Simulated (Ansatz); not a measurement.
# Se on Zr(0001): change of the work function, part 3 of 4

How does Se on the fcc site change the work function of Zr(0001) as the layer fills?

Ansatz 0.2.0; plane-wave DFT, PBE, Ansatz PAW.

So far, work function, upper face (eV): step 2 (the clean slab) 4.17; step 3 (37 atoms, coverage 0.111 ML, cell 3x3) 4.32.

**4. Adsorbate added, k-mesh 6×6×1, coverage 0.25 ML**

System of this step: Se/Zr(0001). The cell holds 17 atoms: 16 Zr and 1 Se. Cell: a = 6.460 Å, b = 6.460 Å, c = 28.084 Å, α = 90.0°, β = 90.0°, γ = 60.0°. Vacuum lies along c.

Another coverage, to see how the dipoles act on each other as their distance changes.

The input, input.yaml:

```yaml
crystal:
  lattice:
    - [6.46, 0.0, 0.0]
    - [3.23, 5.5945241084, 0.0]
    - [0.0, 0.0, 28.0835408851]
  atoms:
    - { symbol: Zr, position: [0.3333333333, 0.3333333333, 0.320472409] }
    - { symbol: Zr, position: [0.0, 0.0, 0.4120810494] }
    - { symbol: Zr, position: [0.3333333333, 0.3333333333, 0.5072351472] }
    - { symbol: Zr, position: [0.0, 0.0, 0.594106503] }
    - { symbol: Zr, position: [0.3333333333, 0.8333333333, 0.320472409] }
    - { symbol: Zr, position: [0.0, 0.5, 0.4120810494] }
    - { symbol: Zr, position: [0.3333333333, 0.8333333333, 0.5072351472] }
    - { symbol: Zr, position: [0.0, 0.5, 0.594106503] }
    - { symbol: Zr, position: [0.8333333333, 0.3333333333, 0.320472409] }
    - { symbol: Zr, position: [0.5, 0.0, 0.4120810494] }
    - { symbol: Zr, position: [0.8333333333, 0.3333333333, 0.5072351472] }
    - { symbol: Zr, position: [0.5, 0.0, 0.594106503] }
    - { symbol: Zr, position: [0.8333333333, 0.8333333333, 0.320472409] }
    - { symbol: Zr, position: [0.5, 0.5, 0.4120810494] }
    - { symbol: Zr, position: [0.8333333333, 0.8333333333, 0.5072351472] }
    - { symbol: Zr, position: [0.5, 0.5, 0.594106503] }
    - { symbol: Se, position: [0.1666666667, 0.1666666667, 0.679527591] }
kpoints:
  mp_grid: { grid: [6, 6, 1] }
hamiltonian:
  xc: pbe
scf:
  occupations: { method: fermi_dirac, width: 0.1 }
  convergence: { dr2_threshold: 1.0e-08 }
efield:
  axis: 3
  dipole_correction: true
  ramp_position: 0.97
  ramp_width: 0.06
relax:
  f_tol: 0.02
  max_steps: 60
  constraints: [{ sites: [0, 1, 4, 5, 8, 9, 12, 13] }]
output:
  dos: { projected: true, e_range: [-8, 4] }
  write_potential: true
  write_density: true
  volumetric_format: npy
  elf: true
```

Command:

```
$ ansatz run input.yaml --threads 4 --pin off --max-ram 16384MiB --backend cpu --events-out ev --progress --plain --runs-dir out
```

Numbers of over 12 decimals in the logs are rounded to 6 here.

What it wrote:

```text
[...]
Crystal: 17 atoms, lattice volume = 1014.957 Å³
Basis set: ecut = 420 eV, 19821 PW (Γ), exchange–correlation on 90×90×384 points (8 copies of the dense FFT grid, shifted against one another)
Bands: 125, of which v1, the nominal top of the filled ones, is band 104 counted from 1 (103 counted from 0)
Symmetry: 6 space group operations
[...]
k-points: 7 of 36 (time reversal used)
[...]
SCF iter   1: F=—  HF=-72405.989286 eV  |F-HF|=—  |Δ(HF+E_count)|=         —  Δρ=5.95e-3  dr2=6.79e0  ethr=1.77e-3  p=-0.200 e·Å  D=-3.57e-2 V/Å  ΔV_dip=1.00 eV  dr2_dipole=1.21e0  V_vac-E_F(+/−)=5.08/4.08 eV  ⟨swp⟩=10.3  Hψ=4145  notcnv=0
[...]
SCF iter  10: F=-72405.826940 eV  HF=-72405.826940 eV  |F-HF|=2.49e-9  |Δ(HF+E_count)|=   1.63e-8  Δρ=3.02e-7  dr2=1.86e-9  ethr=4.81e-12  p=-0.179 e·Å  D=-3.18e-2 V/Å  ΔV_dip=0.89 eV  dr2_dipole=5.15e-11  V_vac-E_F(+/−)=5.07/4.17 eV  ⟨swp⟩=9.6  Hψ=6338  notcnv=0
SCF 1 converged in 10 iterations: F = -72405.826940 eV  dr2 = 1.86e-9
[...]
relax step   1: F+E_penalty+E_count = -72405.82693981 eV  Δ(F+E_penalty+E_count) = +0.000e0 eV  max|allowed force component| = 2.703e0 eV/Å  Δτ_max = 0.0000 Å  (10 SCF iters, accepted)
[...]
SCF iter   1: F=—  HF=-72406.479282 eV  |F-HF|=—  |Δ(HF+E_count)|=         —  Δρ=3.30e-3  dr2=6.01e-1  ethr=2.53e-4  p=-0.179 e·Å  D=-3.18e-2 V/Å  ΔV_dip=0.89 eV  dr2_dipole=1.02e-2  V_vac-E_F(+/−)=5.07/4.17 eV  ⟨swp⟩=1.9  Hψ=2564  notcnv=0
[...]
eigensolver tolerance schedule calibrated: the retry pair's looser diagonalisation under-reported the residual by θ = 0.13 (0.11/decade); ethr = c·dr2/N_el runs at the constant in force after the calibration composes with the one it found (an armed cap, an earlier calibration), c = 7.6e-2
[...]
SCF iter   2: F=—  HF=-72406.426989 eV  |F-HF|=—  |Δ(HF+E_count)|=   5.23e-2  Δρ=1.69e-3  dr2=1.01e-1  ethr=2.19e-4  p=-0.111 e·Å  D=-1.97e-2 V/Å  ΔV_dip=0.55 eV  dr2_dipole=1.11e-2  V_vac-E_F(+/−)=4.73/4.18 eV  ⟨swp⟩=2.3  Hψ=1354  notcnv=0
[...]
SCF iter  10: F=-72406.413252 eV  HF=-72406.413252 eV  |F-HF|=3.38e-9  |Δ(HF+E_count)|=   1.20e-8  Δρ=2.92e-7  dr2=1.41e-9  ethr=3.64e-12  p=-0.122 e·Å  D=-2.18e-2 V/Å  ΔV_dip=0.61 eV  dr2_dipole=8.93e-11  V_vac-E_F(+/−)=4.78/4.17 eV  ⟨swp⟩=9.1  Hψ=5968  notcnv=0
SCF 2 converged in 10 iterations: F = -72406.413252 eV  dr2 = 1.41e-9
relax step   2: F+E_penalty+E_count = -72406.41325240 eV  Δ(F+E_penalty+E_count) = -5.863e-1 eV  max|allowed force component| = 1.574e0 eV/Å  Δτ_max = 0.1949 Å  (10 SCF iters, accepted)
SCF iter   1: F=—  HF=-72406.632959 eV  |F-HF|=—  |Δ(HF+E_count)|=         —  Δρ=2.56e-3  dr2=6.52e-1  ethr=2.15e-3  p=-0.122 e·Å  D=-2.18e-2 V/Å  ΔV_dip=0.61 eV  dr2_dipole=1.10e-1  V_vac-E_F(+/−)=4.79/4.18 eV  ⟨swp⟩=3.6  Hψ=1550  notcnv=0
[...]
SCF iter   9: F=-72406.593235 eV  HF=-72406.593235 eV  |F-HF|=1.27e-9  |Δ(HF+E_count)|=   4.38e-8  Δρ=5.64e-7  dr2=9.72e-9  ethr=4.81e-12  p=-0.077 e·Å  D=-1.37e-2 V/Å  ΔV_dip=0.38 eV  dr2_dipole=1.67e-12  V_vac-E_F(+/−)=4.55/4.17 eV  ⟨swp⟩=10.3  Hψ=6404  notcnv=0
SCF 3 converged in 9 iterations: F = -72406.593235 eV  dr2 = 9.72e-9
relax step   3: F+E_penalty+E_count = -72406.59323506 eV  Δ(F+E_penalty+E_count) = -1.800e-1 eV  max|allowed force component| = 2.445e-1 eV/Å  Δτ_max = 0.1948 Å  (9 SCF iters, accepted)
[...]
relax step   4: F+E_penalty+E_count = -72406.61247701 eV  Δ(F+E_penalty+E_count) = -1.924e-2 eV  max|allowed force component| = 1.437e-1 eV/Å  Δτ_max = 0.0855 Å  (10 SCF iters, accepted)
[...]
relax step   5: F+E_penalty+E_count = -72406.61587308 eV  Δ(F+E_penalty+E_count) = -3.396e-3 eV  max|allowed force component| = 2.349e-2 eV/Å  Δτ_max = 0.0125 Å  (7 SCF iters, accepted)
SCF iter   1: F=—  HF=-72406.617122 eV  |F-HF|=—  |Δ(HF+E_count)|=         —  Δρ=4.86e-4  dr2=3.68e-2  ethr=7.50e-5  p=-0.079 e·Å  D=-1.41e-2 V/Å  ΔV_dip=0.40 eV  dr2_dipole=5.70e-3  V_vac-E_F(+/−)=4.57/4.17 eV  ⟨swp⟩=2.0  Hψ=1359  notcnv=0
[...]
SCF iter   8: F=-72406.616064 eV  HF=-72406.616064 eV  |F-HF|=3.54e-9  |Δ(HF+E_count)|=   7.23e-9  Δρ=2.18e-7  dr2=1.07e-9  ethr=4.81e-12  p=-0.079 e·Å  D=-1.40e-2 V/Å  ΔV_dip=0.39 eV  dr2_dipole=3.35e-12  V_vac-E_F(+/−)=4.57/4.17 eV  ⟨swp⟩=9.1  Hψ=5653  notcnv=0
SCF 6 converged in 8 iterations: F = -72406.616064 eV  dr2 = 1.07e-9
relax step   6: F+E_penalty+E_count = -72406.61606404 eV  Δ(F+E_penalty+E_count) = -1.910e-4 eV  max|allowed force component| = 1.075e-2 eV/Å  Δτ_max = 0.0178 Å  (8 SCF iters, accepted)
[...]
SCF converged after 8 iterations
Free energy (F): -72406.616064 eV
[...]
Internal energy: -72405.769167 eV  (E = F + TS)
E sigma→0 (E₀):  -72406.192615 eV
Entropy (-TS):   -0.846897 eV (-49.817 meV/atom)
Fermi energy:    2.760341 eV
Dipole field:    D = -0.014017 V/Å  (p = -0.078620 e·Å, saw-weighted, corrected)
Work function:   Φ+ = 4.5651 eV   Φ− = 4.1714 eV
[...]
--- Forces (eV/Å), atoms counted from 1 ---
  atom   1  Zr    -0.00428206    -0.00247225     0.46348224
  atom   2  Zr     0.04915371     0.02837891    -0.46048461
  atom   3  Zr    -0.00774759    -0.00447307    -0.01075091
  atom   4  Zr     0.00186253     0.00107533    -0.00361519
  atom   5  Zr     0.00000000     0.00494449     0.46348224
  atom   6  Zr    -0.00000000    -0.05675782    -0.46048461
  atom   7  Zr    -0.00000000     0.00894614    -0.01075091
  atom   8  Zr     0.00000000    -0.00215067    -0.00361519
  atom   9  Zr     0.00428206    -0.00247225     0.46348224
  atom  10  Zr    -0.04915371     0.02837891    -0.46048461
  atom  11  Zr     0.00774759    -0.00447307    -0.01075091
  atom  12  Zr    -0.00186253     0.00107533    -0.00361519
  atom  13  Zr     0.00000000    -0.00000000     0.43013340
  atom  14  Zr    -0.00000000     0.00000000    -0.39516592
  atom  15  Zr    -0.00000000    -0.00000000    -0.00786972
  atom  16  Zr     0.00000000    -0.00000000     0.00510135
  atom  17  Se     0.00000000    -0.00000000     0.00189917
  max |Σ_I F_I| component: 7.12e-6 eV/Å
--- Band table (eV; the first three rows and the last of 7) ---
  k-point 0: bands = [... 100 lower, 2.8471, 2.9685, 3.1019, 3.3454, 3.4236, 3.4236, 3.4999, 3.5936, ... 17 higher]
  k-point 1: bands = [... 100 lower, 2.8428, 2.9000, 3.0298, 3.1315, 3.2154, 3.2205, 3.2603, 3.4119, ... 17 higher]
  k-point 2: bands = [... 100 lower, 2.6816, 2.6981, 2.7316, 2.8358, 2.8416, 2.8631, 2.9196, 3.0610, ... 17 higher]
  k-point 6: bands = [... 100 lower, 2.1991, 2.2114, 2.3076, 2.3353, 2.3400, 2.4599, 2.6522, 2.8130, ... 17 higher]
--- Relaxed structure (6 steps of the walk, 6 accepted, 0 SCFs on fresh bases) ---
  F+E_penalty+E_count = -72406.61606404 eV   max|allowed force component| = 1.075e-2 eV/Å
  atoms:
    - { symbol: Zr, position: [0.333333, 0.333333, 0.320472409] }
    - { symbol: Zr, position: [2.66671216701714e-17, 2.66671216701714e-17, 0.412081] }
    - { symbol: Zr, position: [0.333688, 0.333688, 0.507802] }
    - { symbol: Zr, position: [-0.0053403, -0.0053403, 0.595259] }
    - { symbol: Zr, position: [0.333333, 0.833333, 0.320472409] }
    - { symbol: Zr, position: [0.0, 0.5, 0.412081] }
    - { symbol: Zr, position: [0.333688, 0.832624, 0.507802] }
    - { symbol: Zr, position: [-0.0053403, 0.510681, 0.595259] }
    - { symbol: Zr, position: [0.833333, 0.333333, 0.320472409] }
    - { symbol: Zr, position: [0.5, 2.66671216701714e-17, 0.412081] }
    - { symbol: Zr, position: [0.832624, 0.333688, 0.507802] }
    - { symbol: Zr, position: [0.510681, -0.0053403, 0.595259] }
    - { symbol: Zr, position: [0.833333, 0.833333, 0.320472409] }
    - { symbol: Zr, position: [0.500000, 0.5, 0.412081] }
    - { symbol: Zr, position: [0.833333, 0.833333, 0.504824] }
    - { symbol: Zr, position: [0.500000, 0.5, 0.595206] }
    - { symbol: Se, position: [0.166667, 0.166667, 0.662852] }
```

Wall time 2.8 min (4 threads of Arm Neoverse V1, shared host); peak memory 3 GiB.

Relaxation path:

```
step  energy less that of the first step (eV)  largest force component (eV/Å)
   1                                   0.0000                          2.7028
   2                                  -0.5863                          1.5735
   3                                  -0.7663                          0.2445
   4                                  -0.7855                          0.1437
   5                                  -0.7889                          0.0235
   6                                  -0.7891                          0.0108
```

Forces are held to the 6 operations that the run works with; a distortion that breaks them can't arise in this run.

The atoms that moved most (Å):

```csv
atom,dx,dy,dz,length
Se17,0.000,0.000,-0.468,0.468
Zr8,0.000,0.060,0.032,0.068
Zr12,0.052,-0.030,0.032,0.068
Zr4,-0.052,-0.030,0.032,0.068
Zr15,0.000,0.000,-0.068,0.068
Zr16,0.000,0.000,0.031,0.031
Zr3,0.003,0.002,0.016,0.016
Zr11,-0.003,0.002,0.016,0.016
```

Final coordinates:

```xyz
17
Lattice="6.4600 0.0000 0.0000 3.2300 5.5945 0.0000 0.0000 0.0000 28.0835" Properties=species:S:1:pos:R:3
Zr    3.2300    1.8648    9.0000
Zr    0.0000    0.0000   11.5727
Zr    3.2334    1.8668   14.2609
Zr   -0.0517   -0.0299   16.7170
Zr    4.8450    4.6621    9.0000
Zr    1.6150    2.7973   11.5727
Zr    4.8450    4.6581   14.2609
Zr    1.6150    2.8570   16.7170
Zr    6.4600    1.8648    9.0000
Zr    3.2300    0.0000   11.5727
Zr    6.4566    1.8668   14.2609
Zr    3.2817   -0.0299   16.7170
Zr    8.0750    4.6621    9.0000
Zr    4.8450    2.7973   11.5727
Zr    8.0750    4.6621   14.1773
Zr    4.8450    2.7973   16.7155
Se    1.6150    0.9324   18.6152
```

This step gave:

```
energy at zero smearing        : -72406.1926 eV
work function, upper face      : 4.565 eV
work function, lower face      : 4.171 eV
dipole along the normal        : -0.07862 e·Å
step between the vacuum levels : 0.3937 eV
```

The density of states has structure finer than the step of the table below, so its rows give means over 0.2 eV, whole bins alone (the curve runs from -8 to 1.11 eV). Peaks (eV: height): -1.11: 37.1, -0.60: 35.8, 0.03: 33.4, 0.18: 38.0, 0.33: 35.0, 0.90: 41.2, 0.96: 47.9.

Density of states against energy, zero at the Fermi level; means over each step:

energy (eV), density of states (states/eV a cell) and a bar:
```
     -5.4        0.0 
     -5.2        0.2 
     -5.0        1.2 #
     -4.8        1.2 #
     -4.6        1.3 #
     -4.4        1.6 #
     -4.2        3.0 ###
     -4.0        4.2 ####
     -3.8        3.8 ###
     -3.6        4.1 ####
     -3.4       10.1 #########
     -3.2       16.8 ##############
     -3.0        5.6 #####
     -2.8        8.8 ########
     -2.6       17.0 ###############
     -2.4       14.1 ############
     -2.2       19.4 #################
     -2.0       21.0 ##################
     -1.8       25.6 ######################
     -1.6       15.9 ##############
     -1.4       16.6 ##############
     -1.2       16.6 ##############
     -1.0       20.7 ##################
     -0.8       26.3 #######################
     -0.6       26.0 ######################
     -0.4       14.4 ############
     -0.2       21.1 ##################
      0.0       27.7 ########################
      0.2       26.4 #######################
      0.4       29.2 #########################
      0.6       23.7 ####################
      0.8       29.9 ##########################
      1.0       34.9 ##############################
```

Projected DOS per atom over height of the atomic layer and energy from the Fermi level. Layers: Zr4 Zr4 Zr4 Zr4 Se from below.

Ten even steps from '_' (0.00 states/eV) to '@' (5.47 states/eV), each cell a mean:
```
--------__
==::::::__
==::::--__
::....::__
::::::::__
::::::..__
....::::..
::::::::..
..::::....
__....__..
______..@@
________::
__________
__________
__________
__________
__________
__________
__________
__________
__________
__________
```
Columns: height of the atomic layer (Å) from 9 to 18.6 (not evenly spaced); rows upwards: energy from the Fermi level (eV) from -7.96 to 1.04.

ELF in the ca plane at fractional y = 0.000, with atoms of Zr within 0.2 Å of it. It is the smooth field of the valence electrons, not physical close to the nuclei.

Ten even steps from '0' (0.00) to '9' (0.80), each cell a mean:
```
75269679436777873596596101110000000000000000
44237996234333442279983100000000000000000000
23322332232122223223432211000000000000000000
22453223431255224432234442100000000000000000
22443223431244224432234442100000000000000000
23322432232122223224432211000000000000000000
44237996234333452279983100000000000000000000
75269579436767873596596101110000000000000000
85379359536888983595496123432100000000000000
65259898335545663389984367765310000000000000
33224763233222233236532699987521000000000000
22432222342133223322125899998631000000000000
22454223542245313542237999999642000000000000
22432222342133223322125899998631000000000000
33224763233222233236532699987521000000000000
65259998325545663389983367765310000000000000
85379259536888983594496123432100000000000000
```
Columns run along c (16.0 Å, from fractional 0.34 to 0.91 of the cell), rows up along a (6.5 Å). Atoms in or near the plane, at fractional coordinates: Zr at (0.41, 0.00), Zr at (0.60, 0.99), Zr at (0.41, 0.50), Zr at (0.60, 0.51).

Valence density in the ca plane at fractional y = 0.000, with atoms of Zr within 0.2 Å of it. It is the smooth field of the valence electrons, not physical close to the nuclei.

Values in e/Å³, 9 rows by 16 columns, each cell a mean:
```
0.2 1.8 2.4 0.2 0.2 0.2 1.4 3.0 0.3 0.0 0.0 0.0 0.0 0.0 0.0 0.0
0.2 0.3 0.3 0.2 0.4 0.3 0.3 0.5 0.1 0.0 0.0 0.0 0.0 0.0 0.0 0.0
0.2 0.2 0.2 0.2 0.5 0.3 0.2 0.3 0.1 0.0 0.0 0.0 0.0 0.0 0.0 0.0
0.2 1.3 1.9 0.2 0.2 0.2 1.0 2.4 0.2 0.0 0.0 0.0 0.0 0.0 0.0 0.0
0.2 2.4 3.1 0.3 0.2 0.2 1.7 3.5 0.4 0.1 0.0 0.0 0.0 0.0 0.0 0.0
0.2 0.8 1.2 0.2 0.2 0.2 0.5 1.2 0.3 0.2 0.0 0.0 0.0 0.0 0.0 0.0
0.2 0.2 0.2 0.2 0.5 0.3 0.2 0.2 0.4 0.5 0.1 0.0 0.0 0.0 0.0 0.0
0.2 0.5 0.7 0.2 0.3 0.2 0.3 0.6 0.3 0.3 0.1 0.0 0.0 0.0 0.0 0.0
0.2 2.2 2.9 0.3 0.2 0.2 1.5 3.2 0.4 0.1 0.0 0.0 0.0 0.0 0.0 0.0
```
Columns run along c (16.0 Å, from fractional 0.34 to 0.91 of the cell), rows up along a (6.5 Å). Atoms in or near the plane, at fractional coordinates: Zr at (0.41, 0.00), Zr at (0.60, 0.99), Zr at (0.41, 0.50), Zr at (0.60, 0.51).

Electrostatic potential energy in the ca plane at fractional y = 0.000, with atoms of Zr within 0.2 Å of it. With pseudopotentials it is smooth inside the atoms' cores, unlike the true potential.

Values in eV, 9 rows by 16 columns, each cell a mean:
```
  2 -30 -42   0   3   3 -23 -51  -5   6   7   7   7   7   7   7
  1  -1  -4   2  -7  -1  -1  -7   3   6   7   7   7   7   7   7
  0   1   0   2  -9  -2   1  -2   4   7   7   7   7   7   7   7
  2 -23 -33   1   1   2 -18 -42  -3   6   7   7   7   7   7   7
  3 -40 -53  -1   4   4 -30 -59  -7   6   7   7   7   7   7   7
  2 -13 -21   2  -1   1  -7 -21  -1   3   7   7   7   7   7   7
  0   3   2   3  -9  -4   3   2  -1  -5   6   7   7   7   7   7
  1  -7 -11   2  -3  -1  -3 -11   0   1   6   7   7   7   7   7
  3 -37 -50  -1   4   4 -26 -55  -5   6   7   7   7   7   7   7
```
Columns run along c (16.0 Å, from fractional 0.34 to 0.91 of the cell; values clipped at the 3rd and 97th percentile), rows up along a (6.5 Å). Atoms in or near the plane, at fractional coordinates: Zr at (0.41, 0.00), Zr at (0.60, 0.99), Zr at (0.41, 0.50), Zr at (0.60, 0.51).

The relaxation took 6 steps and lowered the energy by 0.79 eV; the largest force on the free atoms ends at 0.011 eV/Å.

By hand: a sheet of dipoles makes a step −p/(ε₀A) in the electron's potential. With e/ε₀ = 180.95 V·Å, p = -0.07862 e·Å and A = 36.14 Å², that is −180.95 × (-0.07862) / 36.14 = +0.394 eV, and the two vacuum levels of the run differ by +0.394 eV.

The covered face has 4.57 eV, +0.40 eV against the clean one; the bare back face has moved by -0.01 eV, a measure of how thin the slab is.

**5. The covered slab, k-mesh 6×6×1, coverage 0.5 ML**

System of this step: Se/Zr(0001). The cell holds 18 atoms: 16 Zr and 2 Se. Its edges and angles: a = 6.460 Å, b = 6.460 Å, c = 28.084 Å, α = 90.0°, β = 90.0°, γ = 60.0°. Vacuum lies along c.

Another coverage, to see how the dipoles act on each other as their distance changes.

input.yaml, as its differences from that of step 4:

```diff
@@ -23,2 +23,3 @@
     - { symbol: Se, position: [0.1666666667, 0.1666666667, 0.679527591] }
+    - { symbol: Se, position: [0.6666666667, 0.1666666667, 0.679527591] }
 kpoints:
```

What it wrote:

```text
[...]
Crystal: 18 atoms, lattice volume = 1014.957 Å³
Basis set: ecut = 420 eV, 19821 PW (Γ), exchange–correlation on 90×90×384 points (8 copies of the dense FFT grid, shifted against one another)
Bands: 135, of which v1, the nominal top of the filled ones, is band 112 counted from 1 (111 counted from 0)
Symmetry: 4 space group operations
[...]
- { symbol: Zr, position: [0.833333, 0.833333, 0.320472] }
    - { symbol: Zr, position: [0.500000, 0.500000, 0.412081] }
    - { symbol: Zr, position: [0.833592, 0.832815, 0.505999] }
    - { symbol: Zr, position: [0.496094, 0.507812, 0.595526] }
    - { symbol: Se, position: [0.158802, 0.182396, 0.663732] }
    - { symbol: Se, position: [0.658802, 0.182396, 0.663732] }
[key lines of the parts left out:]
SCF converged after 8 iterations
Free energy (F): -77878.013958 eV
Fermi energy:    2.880714 eV
Dipole field:    D = -0.030102 V/Å  (p = -0.168843 e·Å, saw-weighted, corrected)
Work function:   Φ+ = 5.0221 eV   Φ− = 4.1767 eV
```

Wall time 5.6 min (4 threads); peak memory 3.7 GiB; 22 min of CPU time.

[end of part 3 of 4]

[Logs are printed without paths, hosts, clocks, repeated set-up lines and the standing remarks that a program may print on its own settings, such as how far it seeks lower states.]

[Hosts, paths, dates, database ids (printed as entryN), source tags and the programs' standing remarks are cut or masked in the printed files.]

[Maps of the electrostatic potential energy from Ansatz leave out the sawtooth potential of an applied field or a dipole correction, so their vacuum need not be flat; planar profiles and work functions include it.]

[The density of states shown here was stored with 400 of the rows of the run's finer table, so its peaks can read low, often by over a quarter, or be missed, and its means over a window can be off by a tenth or more.]
